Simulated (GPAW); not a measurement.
# Calculated records

```xyz
4
Lattice="2.623 -2.567 0.000 2.623 2.567 0.000 0.000 0.000 4.142" Properties=species:S:1:pos:R:3 pbc="T T T" subject="How the form of the self-energy moves the gap of H (Cmce)" method="DFT, LDA, plane waves, PAW (and 3 further levels or steps)" program="GPAW 26.7.0" settings_of_one_run="cutoff 600 eV, GPAW PAW setups 1.2.1 data release, 4×4×4 k-mesh, nbands 266" cost="6 runs, 6.9 min in all on 4 MPI ranks of Arm Neoverse V1, shared host (the runs of this entry)" notes="The cell and positions are those that the Materials Project relaxed with its own functionals (PBE, PBE+U or r2SCAN), kept fixed. Bands and cutoff are finite, so the gap is not at the basis limit. The miss can reach some tenths of an eV and take either sign; the mesh is an error of its own. The program warns of a poor linear fit in the extrapolation of some level, so the extrapolated values are rough. The 4×4×4 mesh is coarse for this cell, which bears on the long-range parts of exchange and screening." g0w0_godby_needs_plasmon_pole="14.936 eV" one_shot_hse06="10.940 eV" g0w0_extrapolated_in_the_cutoff="15.311 eV" one_shot_pbe0="11.707 eV" g0w0_full_frequency_hilbert_transform="14.923 eV" known_limits="not at the basis limit; coarse k mesh"
H     2.623   -2.327    0.284
H     2.623    0.240    1.787
H     2.623   -0.240    2.355
H     2.623    2.327    3.858
```

[Paths, hosts, dates, memory and timing lines, banners, echoed tables and standing remarks are left out of the program output.]

[Logs are printed without paths, hosts, clocks, repeated set-up lines and the standing remarks that a program may print on its own settings, such as how far it seeks lower states.]

[Runs of the session that timed out or met a known fault of the program may be left out.]

[Hosts, paths, dates, database ids (printed as entryN), source tags and the programs' standing remarks are cut or masked in the printed files.]
